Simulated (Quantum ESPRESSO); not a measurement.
# MnGePd: which magnetic order is lowest

Wanted: the moments of MnGePd and the energy of each order that was tried.

Main program and level: Quantum ESPRESSO 7.5; LDA; plane waves with GBRV 1.5 LDA potentials, no spin-orbit coupling.

## 1. Starting point

The structure is hexagonal, space group P-62m (No. 189). The conventional cell has a = 6.639 Å, b = 6.639 Å, c = 3.577 Å, α = 90.00°, β = 90.00°, γ = 120.00°. Nearest to Mn lie 5 Ge at 2.69 to 2.71 Å and 6 Pd at 2.84 to 2.97 Å. Ge has 3 Pd at 2.50 Å and 6 Mn at 2.69 Å nearest. Ge has 6 Pd at 2.48 Å and 3 Mn at 2.71 Å nearest. Nearest to Pd lie 4 Ge at 2.48 to 2.50 Å and 6 Mn at 2.84 to 2.97 Å and 2 Pd at 2.98 Å. Farther neighbours are not listed.

The cell comes from the Crystallography Open Database.

## 2. Run 1, typed as ferro +++

The signs are those of the starting moments on the seeded atoms, the atoms that are given a moment.

pw.in

```
&CONTROL
  calculation = 'scf'
  prefix = 'pwscf'
  outdir = './tmp'
  pseudo_dir = './pseudo'
  disk_io = 'nowf'
/
&SYSTEM
  ibrav = 0
  nat = 9
  ntyp = 3
  ecutwfc = 40
  ecutrho = 280
  nbnd = 88
  occupations = 'smearing'
  smearing = 'fd'
  degauss = 0.00734986
  nspin = 2
  starting_magnetization(1) = 0.2333
  starting_magnetization(2) = 0
  starting_magnetization(3) = 0
/
&ELECTRONS
  conv_thr = 1.8d-08
  electron_maxstep = 150
  mixing_beta = 0.3
/
ATOMIC_SPECIES
Mn     54.9380 mn_lda_v1.5.uspp.F.UPF
Ge     72.6300 ge_lda_v1.4.uspp.F.UPF
Pd    106.4200 pd_lda_v1.4.uspp.F.UPF
CELL_PARAMETERS angstrom
   6.6390000000    0.0000000000    0.0000000000
  -3.3195000000    5.7495426557    0.0000000000
   0.0000000000    0.0000000000    3.5770000000
ATOMIC_POSITIONS crystal
Mn      0.5914500000    0.0000000000    0.5000000000
Mn      0.4085500000    0.4085500000    0.5000000000
Mn      0.0000000000    0.5914500000    0.5000000000
Ge      0.3333333333    0.6666666667    0.0000000000
Ge      0.6666666667    0.3333333333    0.0000000000
Ge      0.0000000000    0.0000000000    0.5000000000
Pd      0.2589500000    0.0000000000    0.0000000000
Pd      0.7410500000    0.7410500000    0.0000000000
Pd      0.0000000000    0.2589500000    0.0000000000
K_POINTS automatic
8 8 8 0 0 0
```

Started as:

```console
OMP_NUM_THREADS=1 mpirun -n 4 pw.x -nk 4 -in pw.in > pw.out
```

The program printed:

```text
Program PWSCF v.7.5 starts

     Message from routine setup:
     using ibrav=0 with symmetry is DISCOURAGED, use correct ibrav instead

     K-points division:     npool     =       4
     Subspace diagonalization in iterative solution of the eigenvalue problem:

     G-vector sticks info
     --------------------
     sticks:   dense  smooth     PW     G-vecs:    dense   smooth      PW
     Sum        3049    1735    511                72757    31509    5097

     Using Slab Decomposition

     bravais-lattice index     =            0
     lattice parameter (alat)  =      12.5459  a.u.
     unit-cell volume          =     921.4070 (a.u.)^3
     number of atoms/cell      =            9
     number of atomic types    =            3
     number of electrons       =       135.00
     number of Kohn-Sham states=           88
     kinetic-energy cutoff     =      40.0000  Ry
     charge density cutoff     =     280.0000  Ry
     scf convergence threshold =      1.8E-08
     mixing beta               =       0.3000
     number of iterations used =            8  plain     mixing
     Exchange-correlation=  SLA  PZ   NOGX NOGC
                           (   1   1   0   0   0   0   0)

     celldm(1)=  12.545892  celldm(2)=   0.000000  celldm(3)=   0.000000
     celldm(4)=   0.000000  celldm(5)=   0.000000  celldm(6)=   0.000000

     crystal axes: (cart. coord. in units of alat)
               a(1) = (   1.000000   0.000000   0.000000 )
               a(2) = (  -0.500000   0.866025   0.000000 )
               a(3) = (   0.000000   0.000000   0.538786 )

     reciprocal axes: (cart. coord. in units 2 pi/alat)
               b(1) = (  1.000000  0.577350 -0.000000 )
               b(2) = (  0.000000  1.154701  0.000000 )
               b(3) = (  0.000000 -0.000000  1.856025 )

     PseudoPot. # 1 for Mn read from file:
     mn_lda_v1.5.uspp.F.UPF
     Pseudo is Ultrasoft + core correction, Zval = 15.0
     Generated by new atomic code, or converted to UPF format
     Using radial grid of  859 points,  6 beta functions with:
                l(1) =   0
                l(2) =   0
                l(3) =   1
                l(4) =   1
                l(5) =   2
                l(6) =   2
     Q(r) pseudized with  8 coefficients,  rinner =    0.950   0.950   0.950
                                                       0.950   0.950

     PseudoPot. # 2 for Ge read from file:
     ge_lda_v1.4.uspp.F.UPF
     Pseudo is Ultrasoft + core correction, Zval = 14.0
     Generated by new atomic code, or converted to UPF format
     Using radial grid of  873 points,  6 beta functions with:
                l(1) =   0
                l(2) =   0
                l(3) =   1
                l(4) =   1
                l(5) =   2
                l(6) =   2
     Q(r) pseudized with  8 coefficients,  rinner =    1.400   1.400   1.400
                                                       1.400   1.400

     PseudoPot. # 3 for Pd read from file:
     pd_lda_v1.4.uspp.F.UPF
     Pseudo is Ultrasoft + core correction, Zval = 16.0
     Generated by new atomic code, or converted to UPF format
     Using radial grid of  887 points,  6 beta functions with:
                l(1) =   0
                l(2) =   0
                l(3) =   1
                l(4) =   1
                l(5) =   2
                l(6) =   2
     Q(r) pseudized with  8 coefficients,  rinner =    1.130   1.130   1.130
                                                       1.130   1.130

     atomic species   valence    mass     pseudopotential
     Mn               15.00    54.93800     Mn( 1.00)
     Ge               14.00    72.63000     Ge( 1.00)
     Pd               16.00   106.42000     Pd( 1.00)

     Starting magnetic structure
     atomic species   magnetization
     Mn              0.233
     Ge              0.000
     Pd              0.000

     12 Sym. Ops. (no inversion) found

   Cartesian axes

     site n.     atom                  positions (alat units)
         1        Mn     tau(   1) = (   0.5914500   0.0000000   0.2693930  )
         2        Mn     tau(   2) = (   0.2042750   0.3538147   0.2693930  )
         3        Mn     tau(   3) = (  -0.2957250   0.5122107   0.2693930  )
         4        Ge     tau(   4) = (  -0.0000000   0.5773503   0.0000000  )
         5        Ge     tau(   5) = (   0.5000000   0.2886751   0.0000000  )
         6        Ge     tau(   6) = (   0.0000000   0.0000000   0.2693930  )
         7        Pd     tau(   7) = (   0.2589500   0.0000000   0.0000000  )
         8        Pd     tau(   8) = (   0.3705250   0.6417681   0.0000000  )
         9        Pd     tau(   9) = (  -0.1294750   0.2242573   0.0000000  )

     number of k points=    50  Fermi-Dirac smearing, width (Ry)=  0.0073
                       cart. coord. in units 2pi/alat
        k(    1) = (   0.0000000   0.0000000   0.0000000), wk =   0.0019531
        k(    2) = (   0.0000000   0.0000000   0.2320031), wk =   0.0039062
        k(    3) = (   0.0000000   0.0000000   0.4640062), wk =   0.0039062
        k(    4) = (   0.0000000   0.0000000   0.6960092), wk =   0.0039062
        k(    5) = (   0.0000000   0.0000000  -0.9280123), wk =   0.0019531
        [... 45 further k-points ...]

     Dense  grid:    72757 G-vectors     FFT dimensions: (  72,  72,  40)

     Smooth grid:    31509 G-vectors     FFT dimensions: (  54,  54,  27)

     Check: negative core charge=   -0.000025
     Generating pointlists ...
     new r_m :   0.1672 (alat units)  2.0975 (a.u.) for type    1
     new r_m :   0.1541 (alat units)  1.9338 (a.u.) for type    2
     new r_m :   0.1541 (alat units)  1.9338 (a.u.) for type    3

     Initial potential from superposition of free atoms

     starting charge     131.9976, renormalised to     135.0000

     negative rho (up, down):  1.114E-01 1.114E-01
     Starting wfcs are  102 randomized atomic wfcs

     Self-consistent Calculation

     iteration #  1     ecut=    40.00 Ry     beta= 0.30
     Davidson diagonalization with overlap
     ethr =  1.00E-02,  avg # of iterations =  2.5

     negative rho (up, down):  1.103E-01 1.103E-01

     total energy              =   -1865.73920595 Ry
     estimated scf accuracy    <      12.02177910 Ry

     total magnetization       =     8.80 Bohr mag/cell
     absolute magnetization    =     9.19 Bohr mag/cell

     iteration #  2     ecut=    40.00 Ry     beta= 0.30
     Davidson diagonalization with overlap
     ethr =  8.91E-03,  avg # of iterations =  2.0

     negative rho (up, down):  1.120E-01 1.120E-01

     total energy              =   -1867.52408064 Ry
     estimated scf accuracy    <      16.96470662 Ry

     total magnetization       =     6.80 Bohr mag/cell
     absolute magnetization    =     7.31 Bohr mag/cell

     iteration #  3     ecut=    40.00 Ry     beta= 0.30
     Davidson diagonalization with overlap
     ethr =  8.91E-03,  avg # of iterations =  2.0

     negative rho (up, down):  1.127E-01 1.127E-01

     total energy              =   -1869.24099455 Ry
     estimated scf accuracy    <       0.75873403 Ry

     total magnetization       =     9.23 Bohr mag/cell
     absolute magnetization    =    10.11 Bohr mag/cell

     [... further iterations left out ...]

     iteration # 10     ecut=    40.00 Ry     beta= 0.30
     Davidson diagonalization with overlap
     ethr =  7.88E-08,  avg # of iterations =  1.5

     negative rho (up, down):  1.148E-01 1.153E-01

     total energy              =   -1869.34219795 Ry
     estimated scf accuracy    <       0.00006329 Ry

     total magnetization       =     9.75 Bohr mag/cell
     absolute magnetization    =    11.05 Bohr mag/cell

     iteration # 11     ecut=    40.00 Ry     beta= 0.30
     Davidson diagonalization with overlap
     ethr =  4.69E-08,  avg # of iterations =  2.0

     negative rho (up, down):  1.148E-01 1.153E-01

     total energy              =   -1869.34220710 Ry
     estimated scf accuracy    <       0.00000174 Ry

     total magnetization       =     9.76 Bohr mag/cell
     absolute magnetization    =    11.07 Bohr mag/cell

     iteration # 12     ecut=    40.00 Ry     beta= 0.30
     Davidson diagonalization with overlap
     ethr =  1.29E-09,  avg # of iterations =  2.6

     negative rho (up, down):  1.148E-01 1.153E-01

     total energy              =   -1869.34220765 Ry
     estimated scf accuracy    <       0.00000011 Ry

     total magnetization       =     9.76 Bohr mag/cell
     absolute magnetization    =    11.07 Bohr mag/cell

     iteration # 13     ecut=    40.00 Ry     beta= 0.30
     Davidson diagonalization with overlap
     ethr =  7.96E-11,  avg # of iterations =  2.4

     negative rho (up, down):  1.148E-01 1.153E-01

     Magnetic moment per site  (integrated on atomic sphere of radius R)
     atom   1 (R=0.167)  charge= 13.4986  magn=  3.3147
     atom   2 (R=0.167)  charge= 13.4986  magn=  3.3147
     atom   3 (R=0.167)  charge= 13.4986  magn=  3.3147
     atom   4 (R=0.154)  charge= 11.9316  magn= -0.1050
     atom   5 (R=0.154)  charge= 11.9316  magn= -0.1050
     atom   6 (R=0.154)  charge= 11.9837  magn= -0.0590
     atom   7 (R=0.154)  charge= 13.7651  magn= -0.0012
     atom   8 (R=0.154)  charge= 13.7651  magn= -0.0012
     atom   9 (R=0.154)  charge= 13.7651  magn= -0.0012

     End of self-consistent calculation

     Number of k-points >= 100: set verbosity='high' to print the bands.

     the Fermi energy is    15.4325 ev

!    total energy              =   -1869.34220767 Ry
     estimated scf accuracy    <          5.6E-09 Ry
     smearing contrib. (-TS)   =      -0.01014754 Ry
     internal energy E=F+TS    =   -1869.33206013 Ry

     The total energy is F=E-TS. E is the sum of the following terms:
     one-electron contribution =    -778.17481668 Ry
     hartree contribution      =     493.30314461 Ry
     xc contribution           =    -344.43663419 Ry
     ewald contribution        =   -1240.02375387 Ry

     total magnetization       =     9.76 Bohr mag/cell
     absolute magnetization    =    11.07 Bohr mag/cell

     convergence has been achieved in  13 iterations

=------------------------------------------------------------------------------=
   JOB DONE.
=------------------------------------------------------------------------------=
```

It took 3.9 min on 4 MPI ranks of Arm Neoverse V2, shared host; peak memory 1.2 GiB; 16 min of CPU time.

Spin moment in the atom's sphere by atom:

```
atom  spin moment in the atom's sphere (μB)
 Mn1                                   3.31
 Mn2                                   3.31
 Mn3                                   3.31
 Ge4                                  -0.10
 Ge5                                  -0.10
 Ge6                                  -0.06
 Pd7                                   0.00
 Pd8                                   0.00
 Pd9                                   0.00
```

Read from the output:

* smearing term TS: 0.1381 eV
* magnetization: 9.761 μB
* absolute magnetization: 11.07 μB
* final state: ferromagnetic

[end of part 1 of 2]

[Logs and program files are shortened in this print: banners, set-up blocks, solver, clock and traceback lines can be left out without a mark of their own.]

[Logs are printed without paths, hosts, clocks, repeated set-up lines and the standing remarks that a program may print on its own settings, such as how far it seeks lower states.]

[Hosts, paths, dates, database ids (printed as entryN), source tags and the programs' standing remarks are cut or masked in the printed files.]

[Where a cell is said to come from a database of computed structures, the database is the Materials Project.]
